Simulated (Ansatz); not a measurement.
**Sr on Fe(110): change of the work function**

How does one ordered layer of Sr (top site) change the work function of Fe(110), and what dipole does each adsorbate carry?

Main program and level: Ansatz 0.2.0; plane-wave DFT, RPBE, Ansatz PAW.

## 1. Starting point

The cell holds 4 atoms: 4 Fe. Its edges and angles: a = 2.485 Å, b = 2.485 Å, c = 24.088 Å, α = 90.0°, β = 90.0°, γ = 70.5°. Vacuum lies along c.

## 2. The clean slab

The bare slab comes first, as the zero from which every change is counted. The two lowest layers are held at bulk places and the upper ones relax. The dipole correction removes the false field that a one-sided slab makes across the periodic vacuum, so each face gets a flat vacuum level of its own.

Input file input.yaml:

```yaml
crystal:
  lattice:
    - [2.029396462, -1.435, 0.0]
    - [2.029396462, 1.435, 0.0]
    - [0.0, 0.0, 24.088189386]
  atoms:
    - { symbol: Fe, position: [0.0, 0.0, 0.3736270857], spin: 2.5 }
    - { symbol: Fe, position: [0.5, 0.5, 0.4578756952], spin: 2.5 }
    - { symbol: Fe, position: [0.0, 0.0, 0.5421243048], spin: 2.5 }
    - { symbol: Fe, position: [0.5, 0.5, 0.6263729143], spin: 2.5 }
magnetization:
  spin_polarized: true
kpoints:
  mp_grid: { grid: [13, 13, 1] }
hamiltonian:
  xc: rpbe
scf:
  occupations: { method: fermi_dirac, width: 0.1 }
  convergence: { dr2_threshold: 1.0e-08 }
efield:
  axis: 3
  dipole_correction: true
  ramp_position: 0.97
  ramp_width: 0.06
relax:
  f_tol: 0.02
  max_steps: 60
  constraints: [{ sites: [0, 1] }]
output:
  write_potential: true
  write_density: true
  volumetric_format: npy
```

On the command line:

```bash
$ ansatz run input.yaml --threads 4 --pin off --max-ram 12288MiB --backend cpu --events-out ev --progress --plain --runs-dir out
```

Numbers of over 12 decimals in the logs are rounded to 6 here.

Output:

```text
Engine: ansatz 0.2.0, aarch64-unknown-linux-gnu
Pseudopotentials: kind: paw
Pseudopotential: Fe, paw, valence charge 16, recommended cutoff 420 eV (normal), Fe.paw.azcp
Functional definition: RPBE
  parameter kappa = 0.804
  parameter beta = 0.066725
  exchange = rpbe_x(kappa = kappa, mu = beta*pi^2/3)
  correlation = pbe_c(beta = beta)
Crystal: 4 atoms, lattice volume = 140.298 Å³
Basis set: ecut = 420 eV, 2715 PW (Γ), exchange–correlation on 36×36×324 points (8 copies of the dense FFT grid, shifted against one another)
Bands: 45, of which v1, the nominal top of the filled ones, is band 32 counted from 1 (31 counted from 0)
Symmetry: 4 space group operations
k-points: 49 of 169
Non-local potential: Fe, projectors of the file, l = 0: 3, l = 1: 2, l = 2: 3, l = 3: 1
PAW form: soft (Blöchl's): semilocal exchange-correlation on the pseudo side does not see the compensation charge
PAW frozen core: Fe, regenerated for the run's functional, and the local potential with it (the file was generated under x = pbe(κ = 0.804, μ = 0.219515), c = pbe(β = 0.066725))
PAW one-centre angular grid: Fe, 590 points (default); XC on 64 Gauss nodes
Initial density: superposition of atomic densities (neutral atoms: chi_scale 0, normalization atom)
Starting moments: Σ|m| = 10 μB on 4 of 4 sites
Initial wavefunctions: pseudopotential atomic-orbital guess
Functional: x = rpbe, c = pbe(β = 0.066725)
SCF iter   1: F=—  HF=-17938.601866 eV  |F-HF|=—  |Δ(HF+E_count)|=         —  Δρ=4.17e-2 (↑1.37e-2 ↓4.17e-2)  dr2=8.29e0  dr2_m=5.50e-1  M=9.790 μB ∫|m|=9.900 μB  β_m=1.00  ethr=3.10e-3  p=0.000 e·Å  D=4.69e-13 V/Å  ΔV_dip=-0.00 eV  dr2_dipole=2.91e-9  V_vac-E_F(+/−)=7.44/7.44 eV  ⟨swp⟩=11.3  Hψ=23294  notcnv=0  defer=48
Mixer restart at iter 1: flushing history
efield: sawtooth ramp at fractional position 0.9700 (set: `efield.ramp_position`, or a place that a band, a saddle search or an elastic batch's reference lends), width 0.0600; the density the first Hamiltonian is built on has a dipole p = 0.000 e·Å; the dipole correction subtracts the counter field D = 4.69e-13 V/Å, which shifts the + side's vacuum level by -0.00 eV against the − side's; the planar-averaged density in the ramp window peaks in size at 7.9e-6 e/Å³
preconditioner: auto → LDOS  [metal: Δε(μ)=0.005 eV  Ē_g=6.682 eV  σ=0.100 eV  W_gap=0.01  n_scr=18 (ndim 8)  ℏωp=17.7 eV  f_vac=0.593  D(μ)=5.33/eV (n_scr^D=20)]
spin=Collinear: LDOS preconditioning applied to the charge; magnetization (m = ρ↑ − ρ↓) channel mixes plain (no charge-response kernel on spin).
SCF iter   2: F=—  HF=-17937.574920 eV  |F-HF|=—  |Δ(HF+E_count)|=    1.03e0  Δρ=1.26e-2 (↑1.26e-2 ↓9.29e-3)  dr2=1.03e0  dr2_m=7.99e-2  M=9.807 μB ∫|m|=10.135 μB  β_m=0.34  ethr=3.10e-3  p=-0.000 e·Å  D=-7.58e-6 V/Å  ΔV_dip=0.00 eV  dr2_dipole=1.55e-5  V_vac-E_F(+/−)=6.34/6.34 eV  ⟨swp⟩=2.9  Hψ=8147  notcnv=0  defer=175
density mixer auto → msr1: a metal under ldos (density of states about μ 2.92 of a free-electron gas's, 18 screened modes)
SCF iter   3: F=—  HF=-17938.593238 eV  |F-HF|=—  |Δ(HF+E_count)|=    1.02e0  Δρ=5.95e-3 (↑5.95e-3 ↓4.22e-3)  dr2=1.39e-1  dr2_m=1.60e-2  M=9.785 μB ∫|m|=10.195 μB  β_m=0.46  ethr=1.61e-3  p=-0.000 e·Å  D=-7.09e-5 V/Å  ΔV_dip=0.00 eV  dr2_dipole=1.15e-7  V_vac-E_F(+/−)=5.63/5.62 eV  ⟨swp⟩=3.0  Hψ=7302  notcnv=0  defer=176
SCF iter   4: F=—  HF=-17939.384960 eV  |F-HF|=—  |Δ(HF+E_count)|=         —  Δρ=1.13e-2 (↑1.13e-2 ↓6.54e-3)  dr2=4.07e-2  dr2_m=9.84e-2  M=10.209 μB ∫|m|=10.668 μB  β_m=0.46  ethr=2.17e-4  p=-0.000 e·Å  D=-6.38e-5 V/Å  ΔV_dip=0.00 eV  dr2_dipole=7.88e-7  V_vac-E_F(+/−)=5.00/4.99 eV  ⟨swp⟩=3.3  Hψ=8919  notcnv=0  defer=193
SCF iter   5: F=—  HF=-17939.553951 eV  |F-HF|=—  |Δ(HF+E_count)|=   1.69e-1  Δρ=5.19e-3 (↑5.19e-3 ↓3.81e-3)  dr2=8.29e-3  dr2_m=2.43e-2  M=10.218 μB ∫|m|=10.697 μB  β_m=0.71  ethr=6.36e-5  p=-0.000 e·Å  D=-4.94e-5 V/Å  ΔV_dip=0.00 eV  dr2_dipole=5.78e-6  V_vac-E_F(+/−)=4.73/4.73 eV  ⟨swp⟩=2.7  Hψ=8985  notcnv=0  defer=198
SCF iter   6: F=—  HF=-17939.574267 eV  |F-HF|=—  |Δ(HF+E_count)|=   2.03e-2  Δρ=2.52e-3 (↑2.52e-3 ↓8.88e-4)  dr2=9.64e-3  dr2_m=3.03e-3  M=10.297 μB ∫|m|=10.777 μB  β_m=0.68  ethr=1.30e-5  p=0.000 e·Å  D=1.53e-5 V/Å  ΔV_dip=-0.00 eV  dr2_dipole=9.54e-7  V_vac-E_F(+/−)=4.62/4.62 eV  ⟨swp⟩=3.4  Hψ=10140  notcnv=0  defer=201
SCF iter   7: F=—  HF=-17939.570792 eV  |F-HF|=—  |Δ(HF+E_count)|=   3.48e-3  Δρ=8.26e-4 (↑8.26e-4 ↓5.35e-4)  dr2=1.65e-3  dr2_m=1.26e-4  M=10.282 μB ∫|m|=10.768 μB  β_m=0.67  ethr=1.30e-5  p=-0.000 e·Å  D=-2.09e-6 V/Å  ΔV_dip=0.00 eV  dr2_dipole=1.05e-8  V_vac-E_F(+/−)=4.58/4.58 eV  ⟨swp⟩=2.2  Hψ=7469  notcnv=0  defer=200
SCF iter   8: F=—  HF=-17939.572068 eV  |F-HF|=—  |Δ(HF+E_count)|=   1.28e-3  Δρ=4.05e-4 (↑4.05e-4 ↓2.47e-4)  dr2=3.39e-4  dr2_m=5.26e-5  M=10.288 μB ∫|m|=10.773 μB  β_m=0.77  ethr=2.58e-6  p=-0.000 e·Å  D=-1.29e-8 V/Å  ΔV_dip=0.00 eV  dr2_dipole=6.03e-9  V_vac-E_F(+/−)=4.57/4.57 eV  ⟨swp⟩=2.2  Hψ=6760  notcnv=0  defer=197
SCF iter   9: F=—  HF=-17939.572449 eV  |F-HF|=—  |Δ(HF+E_count)|=   3.81e-4  Δρ=1.25e-4 (↑1.12e-4 ↓1.25e-4)  dr2=4.36e-5  dr2_m=9.15e-6  M=10.293 μB ∫|m|=10.777 μB  β_m=0.89  ethr=5.30e-7  p=-0.000 e·Å  D=-4.84e-6 V/Å  ΔV_dip=0.00 eV  dr2_dipole=4.20e-8  V_vac-E_F(+/−)=4.58/4.58 eV  ⟨swp⟩=2.6  Hψ=7306  notcnv=0  defer=197
SCF iter  10: F=—  HF=-17939.572489 eV  |F-HF|=—  |Δ(HF+E_count)|=   4.03e-5  Δρ=1.53e-4 (↑1.53e-4 ↓4.95e-5)  dr2=2.85e-5  dr2_m=9.59e-6  M=10.297 μB ∫|m|=10.780 μB  β_m=0.78  ethr=6.81e-8  p=0.000 e·Å  D=1.29e-5 V/Å  ΔV_dip=-0.00 eV  dr2_dipole=5.77e-7  V_vac-E_F(+/−)=4.58/4.58 eV  ⟨swp⟩=2.7  Hψ=8642  notcnv=0  defer=197
SCF iter  11: F=—  HF=-17939.572484 eV  |F-HF|=—  |Δ(HF+E_count)|=   5.23e-6  Δρ=3.56e-5 (↑3.56e-5 ↓3.10e-5)  dr2=4.19e-6  dr2_m=3.20e-7  M=10.297 μB ∫|m|=10.780 μB  β_m=0.65  ethr=4.46e-8  p=-0.000 e·Å  D=-9.26e-6 V/Å  ΔV_dip=0.00 eV  dr2_dipole=1.87e-7  V_vac-E_F(+/−)=4.58/4.58 eV  ⟨swp⟩=3.0  Hψ=8806  notcnv=0  defer=197
SCF iter  12: F=—  HF=-17939.572483 eV  |F-HF|=—  |Δ(HF+E_count)|=   9.11e-7  Δρ=8.36e-6 (↑8.00e-6 ↓8.36e-6)  dr2=3.55e-7  dr2_m=2.83e-8  M=10.297 μB ∫|m|=10.780 μB  β_m=0.69  ethr=6.54e-9  p=0.000 e·Å  D=2.02e-6 V/Å  ΔV_dip=-0.00 eV  dr2_dipole=1.31e-9  V_vac-E_F(+/−)=4.58/4.58 eV  ⟨swp⟩=2.1  Hψ=6006  notcnv=0  defer=197
[...]
spin=Collinear: LDOS preconditioning applied to the charge; magnetization (m = ρ↑ − ρ↓) channel mixes plain (no charge-response kernel on spin).
SCF iter   2: F=—  HF=-17939.574015 eV  |F-HF|=—  |Δ(HF+E_count)|=   9.75e-5  Δρ=2.13e-4 (↑2.06e-4 ↓2.13e-4)  dr2=1.55e-4  dr2_m=6.78e-6  M=10.311 μB ∫|m|=10.796 μB  β_m=0.31  ethr=2.44e-6  p=-0.000 e·Å  D=-9.64e-5 V/Å  ΔV_dip=0.00 eV  dr2_dipole=3.66e-5  V_vac-E_F(+/−)=4.59/4.59 eV  ⟨swp⟩=2.1  Hψ=6450  notcnv=0  defer=207
density mixer auto → msr1: a metal under ldos (density of states about μ 2.69 of a free-electron gas's, 18 screened modes)
SCF iter   3: F=—  HF=-17939.574030 eV  |F-HF|=—  |Δ(HF+E_count)|=   1.50e-5  Δρ=1.70e-4 (↑1.70e-4 ↓1.05e-4)  dr2=2.16e-5  dr2_m=8.96e-6  M=10.312 μB ∫|m|=10.798 μB  β_m=0.49  ethr=2.42e-7  p=-0.000 e·Å  D=-1.40e-4 V/Å  ΔV_dip=0.00 eV  dr2_dipole=7.00e-7  V_vac-E_F(+/−)=4.59/4.59 eV  ⟨swp⟩=2.1  Hψ=5882  notcnv=0  defer=207
SCF iter   4: F=—  HF=-17939.574064 eV  |F-HF|=—  |Δ(HF+E_count)|=   3.43e-5  Δρ=5.45e-5 (↑5.45e-5 ↓5.27e-5)  dr2=2.74e-5  dr2_m=1.46e-6  M=10.313 μB ∫|m|=10.798 μB  β_m=0.60  ethr=3.37e-8  p=-0.000 e·Å  D=-1.07e-4 V/Å  ΔV_dip=0.00 eV  dr2_dipole=4.48e-6  V_vac-E_F(+/−)=4.59/4.59 eV  ⟨swp⟩=2.5  Hψ=7979  notcnv=0  defer=207
SCF iter   5: F=—  HF=-17939.574076 eV  |F-HF|=—  |Δ(HF+E_count)|=   1.17e-5  Δρ=8.22e-5 (↑8.22e-5 ↓3.15e-5)  dr2=1.11e-5  dr2_m=2.75e-6  M=10.313 μB ∫|m|=10.799 μB  β_m=0.57  ethr=3.37e-8  p=-0.000 e·Å  D=-4.34e-5 V/Å  ΔV_dip=0.00 eV  dr2_dipole=3.22e-6  V_vac-E_F(+/−)=4.59/4.59 eV  ⟨swp⟩=2.1  Hψ=6088  notcnv=0  defer=207
SCF iter   6: F=—  HF=-17939.574077 eV  |F-HF|=—  |Δ(HF+E_count)|=   1.61e-6  Δρ=4.26e-5 (↑4.26e-5 ↓1.21e-5)  dr2=1.45e-6  dr2_m=7.87e-7  M=10.313 μB ∫|m|=10.798 μB  β_m=0.54  ethr=1.74e-8  p=0.000 e·Å  D=6.25e-5 V/Å  ΔV_dip=-0.00 eV  dr2_dipole=9.14e-9  V_vac-E_F(+/−)=4.58/4.59 eV  ⟨swp⟩=2.1  Hψ=6060  notcnv=0  defer=207
SCF iter   7: F=—  HF=-17939.574077 eV  |F-HF|=—  |Δ(HF+E_count)|=   3.78e-7  Δρ=1.17e-5 (↑9.96e-6 ↓1.17e-5)  dr2=1.36e-7  dr2_m=1.13e-7  M=10.313 μB ∫|m|=10.798 μB  β_m=0.62  ethr=2.27e-9  p=0.000 e·Å  D=9.62e-5 V/Å  ΔV_dip=-0.00 eV  dr2_dipole=2.64e-8  V_vac-E_F(+/−)=4.58/4.59 eV  ⟨swp⟩=2.9  Hψ=8049  notcnv=0  defer=207
SCF iter   8: F=—  HF=-17939.574077 eV  |F-HF|=—  |Δ(HF+E_count)|=   1.56e-7  Δρ=6.57e-6 (↑6.57e-6 ↓3.12e-6)  dr2=6.54e-8  dr2_m=2.41e-8  M=10.313 μB ∫|m|=10.798 μB  β_m=0.61  ethr=2.13e-10  p=0.000 e·Å  D=1.16e-4 V/Å  ΔV_dip=-0.00 eV  dr2_dipole=2.58e-9  V_vac-E_F(+/−)=4.58/4.59 eV  ⟨swp⟩=3.0  Hψ=8905  notcnv=0  defer=207
SCF iter   9: F=—  HF=-17939.574077 eV  |F-HF|=—  |Δ(HF+E_count)|=   1.69e-8  Δρ=2.39e-6 (↑2.39e-6 ↓1.00e-6)  dr2=2.57e-8  dr2_m=2.19e-9  M=10.313 μB ∫|m|=10.798 μB  β_m=0.53  ethr=1.02e-10  p=0.000 e·Å  D=1.20e-4 V/Å  ΔV_dip=-0.00 eV  dr2_dipole=1.11e-8  V_vac-E_F(+/−)=4.58/4.59 eV  ⟨swp⟩=2.5  Hψ=7214  notcnv=0  defer=207
SCF iter  10: F=—  HF=-17939.574077 eV  |F-HF|=—  |Δ(HF+E_count)|=   2.20e-9  Δρ=1.02e-6 (↑9.30e-7 ↓1.02e-6)  dr2=1.15e-8  dr2_m=1.49e-10  M=10.313 μB ∫|m|=10.798 μB  β_m=0.59  ethr=4.02e-11  p=0.000 e·Å  D=1.24e-4 V/Å  ΔV_dip=-0.00 eV  dr2_dipole=3.97e-9  V_vac-E_F(+/−)=4.58/4.59 eV  ⟨swp⟩=2.2  Hψ=5958  notcnv=0  defer=207
SCF iter  11: F=-17939.574077 eV  HF=-17939.574077 eV  |F-HF|=4.37e-10  |Δ(HF+E_count)|=   3.18e-9  Δρ=4.39e-7 (↑4.12e-7 ↓4.39e-7)  dr2=1.96e-9  dr2_m=5.49e-11  M=10.313 μB ∫|m|=10.798 μB  ethr=1.56e-11  p=0.000 e·Å  D=1.28e-4 V/Å  ΔV_dip=-0.00 eV  dr2_dipole=8.74e-10  V_vac-E_F(+/−)=4.58/4.59 eV  ⟨swp⟩=8.4  Hψ=22597  notcnv=0
SCF 3 converged in 11 iterations: F = -17939.574077 eV  dr2 = 1.96e-9
relax step   3: F+E_penalty+E_count = -17939.57407695 eV  Δ(F+E_penalty+E_count) = -4.288e-4 eV  max|allowed force component| = 8.699e-4 eV/Å  Δτ_max = 0.0120 Å  (11 SCF iters, accepted)
NSCF: frozen V_eff on 49 k-points
the band table was solved once a step of the walk had ended and its energy, with any forces and stress, was formed, with the checks that follow a solve (25727 applications of the Hamiltonian). They found nothing against the state; the energy, forces and stress were not computed again (output.eigenvalues in the input reference)
solved again in the potential of the output density, not every published eigenvalue holds within its bar: in spin ↑, 25 eigenvalues moved, the lowest at band 43; the one that moved furthest (k=0, band 43), published at 8.286 eV, moved by -0.0041 eV, against a bar of 0.0032 eV; in spin ↓, 27 eigenvalues moved, the lowest at band 43; the one that moved furthest (k=0, band 43), published at 8.359 eV, moved by -0.0039 eV [...]
WARN: The output density's exchange-correlation potential varies sharply where the density is thin. Do not read a vacuum level from v_tot or v_xc, or from such a field of the output density. On a cell that repeats whose density bears no net charge and no dipole along the vacuum's axis use v_es (v_loc + v_h of the components); under efield.dipole_correction with no amplitude use v_es + v_field, which holds any externa [...]
SCF converged after 11 iterations
Magnetization: 10.3130 μB (37.1565 up, 26.8435 down)
Absolute magnetization: 10.7986 μB (∫|ρ↑−ρ↓|, with the PAW one-centre terms)
Spin contamination: 0.2109 ħ² per cell (⟨S²⟩ above its minimum at these occupations)
Per-site moments (μB) at R_I (Å): [(2.696687, 1.025266), (2.491155, 1.025266), (2.484873, 1.021525), (2.689858, 1.021525)]
Free energy (F): -17939.574077 eV
Harris-Foulkes:  -17939.574077 eV  (|F-HF|=4.37e-10)
Internal energy: -17939.426787 eV  (E = F + TS)
E sigma→0 (E₀):  -17939.500432 eV
Entropy (-TS):   -0.147290 eV (-36.822 meV/atom)
Fermi energy:    3.097157 eV
Dipole field:    D = 0.000176 V/Å  (p = 0.000136 e·Å, saw-weighted, corrected)
Work function:   Φ+ = 4.5817 eV   Φ− = 4.5859 eV
Levels:          The Fermi level and band energies are counted from a zero that moves with the ramp; work functions are not
--- Per-component energies (eV) ---
  E_band       = -1829.366163
  E_kinetic    = 1392.821687
  E_local      = -123093.522000  (includes V_loc(G=0)·N_el)
  E_nonlocal   = 883.418908
  E_hartree    = 60397.227878
  E_xc         = -466.869897
  E_vxc        = -599.678189  (∫ρ·V_xc dr)
  E_paw        = -5492.465729  (= ΣΔE_a)
  E_vpaw       = -1206.862642  (= ΣTr[D̂ρ^β])
  E_aug_tail   = 0.003193  (compensation charges beyond the density's cutoff)
  E_efield     = 0.000000  (sawtooth field / dipole correction)
  E_vefield    = -0.000101  (∫n·V_field dr)
  E_ewald      = 48440.151649
  E_core_change = -0.192476  (= ΣΔE_core)
  E_smearing   = -0.147290  (= −TS)
  E_closure    = -0.000000  (closes the sum)
  Σ components = -17939.574077   (vs F -17939.574077, Δ=0.00e0)
--- Forces (eV/Å), atoms counted from 1 ---
  atom   1  Fe     0.00000000     0.00000000     0.05188597
  atom   2  Fe     0.00000000     0.00000000    -0.05234647
  atom   3  Fe     0.00000000     0.00000000     0.00086991
  atom   4  Fe     0.00000000     0.00000000    -0.00042795
  max |Σ_I F_I| component: 1.85e-5 eV/Å
--- Band table (eV; the first three rows and the last of 98) ---
  k-point 0 ↑: bands = [... 28 lower, 1.4559, 1.7176, 1.8230, 1.8543, 1.8581, 1.8904, 1.8933, 1.9965, ... 9 higher]
  k-point 1 ↑: bands = [... 28 lower, 1.5152, 1.5682, 1.7031, 1.7561, 1.8367, 1.8719, 1.9055, 1.9604, ... 9 higher]
  k-point 2 ↑: bands = [... 28 lower, 1.2694, 1.4330, 1.6667, 1.6846, 1.8380, 1.8615, 1.9041, 1.9348, ... 9 higher]
  k-point 48 ↓: bands = [... 28 lower, 4.4819, 4.5532, 4.6466, 5.1962, 5.3074, 5.5029, 5.5863, 5.6153, ... 9 higher]
--- Relaxed structure (3 steps of the walk, 3 accepted, 0 SCFs on fresh bases) ---
  F+E_penalty+E_count = -17939.57407695 eV   max|allowed force component| = 8.699e-4 eV/Å
  atoms:
    - { symbol: Fe, position: [0.0, 0.0, 0.373627] }
    - { symbol: Fe, position: [0.5, 0.5, 0.457876] }
    - { symbol: Fe, position: [0.0, 0.0, 0.543099] }
    - { symbol: Fe, position: [0.5, 0.5, 0.626886] }
```

Run time: 70 s. Hardware: 4 threads of Arm Neoverse V1, shared host; peak memory 0.74 GiB; 4.5 min of CPU time.

Relaxation path:

```tsv
step	energy less that of the first step (eV)	largest force component (eV/Å)
1	0.0000	0.1613
2	-0.0012	0.0841
3	-0.0016	0.0009
```

Forces are held to the 4 operations that the run works with; a distortion that breaks them can't arise in this run.

The atoms that moved most (Å):

```tsv
atom	dx	dy	dz	length
Fe3	0.000	0.000	0.023	0.023
Fe4	0.000	0.000	0.012	0.012
```

The relaxed structure:

```xyz
4
Lattice="2.0294 -1.4350 0.0000 2.0294 1.4350 0.0000 0.0000 0.0000 24.0882" Properties=species:S:1:pos:R:3
Fe    0.0000    0.0000    9.0000
Fe    2.0294    0.0000   11.0294
Fe    0.0000    0.0000   13.0823
Fe    2.0294    0.0000   15.1005
```

This step gave:

- energy at zero smearing: -17939.5004 eV
- total moment: 10.31 μB
- site moments: 2.697, 2.491, 2.485, 2.690 μB
- work function, upper face: 4.582 eV
- dipole along the normal: 1.36e-4 e·Å

Running mean over 2.029 Å of the planar mean; the ramp of the sawtooth is left out. Table of electron's electrostatic potential energy less the Fermi level by z:

z (Å), electron's electrostatic potential energy less the Fermi level (eV) and a bar from the least value:
```
      3.0       4.59 ##############################
      3.5       4.59 ##############################
      4.0       4.58 ##############################
      4.5       4.58 ##############################
      5.0       4.58 ##############################
      5.5       4.56 ##############################
      6.0       4.51 ##############################
      6.5       4.33 #############################
      7.0       3.74 ############################
      7.5       1.51 ########################
      8.0      -3.33 #############
      8.5      -7.91 ####
      9.0      -9.50 
      9.5      -9.60 
     10.0      -9.56 
     10.5      -9.54 
     11.0      -9.51 
     11.5      -9.39 #
     12.0      -9.27 #
     12.5      -9.35 #
     13.0      -9.50 
     13.5      -9.60 
     14.0      -9.66 
     14.5      -9.67 
     15.0      -9.59 
     15.5      -8.48 ###
     16.0      -4.39 ###########
     16.5       0.73 ######################
     17.0       3.49 ############################
     17.5       4.26 #############################
     18.0       4.49 ##############################
     18.5       4.55 ##############################
     19.0       4.57 ##############################
     19.5       4.58 ##############################
     20.0       4.58 ##############################
     20.5       4.58 ##############################
     21.0       4.58 ##############################
```

Site moment by atom:

```tsv
atom	site moment (μB)
Fe1	2.70
Fe2	2.49
Fe3	2.48
Fe4	2.69
```

The relaxation took 3 steps and lowered the energy by 0.0016 eV; the largest force on the free atoms ends at 8.7e-4 eV/Å.

The work function of the upper face is 4.58 eV.

[end of part 1 of 4]

[Logs are printed without paths, hosts, clocks, repeated set-up lines and the standing remarks that a program may print on its own settings, such as how far it seeks lower states.]

[Hosts, paths, dates, database ids (printed as entryN), source tags and the programs' standing remarks are cut or masked in the printed files.]

[Maps of the electrostatic potential energy from Ansatz leave out the sawtooth potential of an applied field or a dipole correction, so their vacuum need not be flat; planar profiles and work functions include it.]
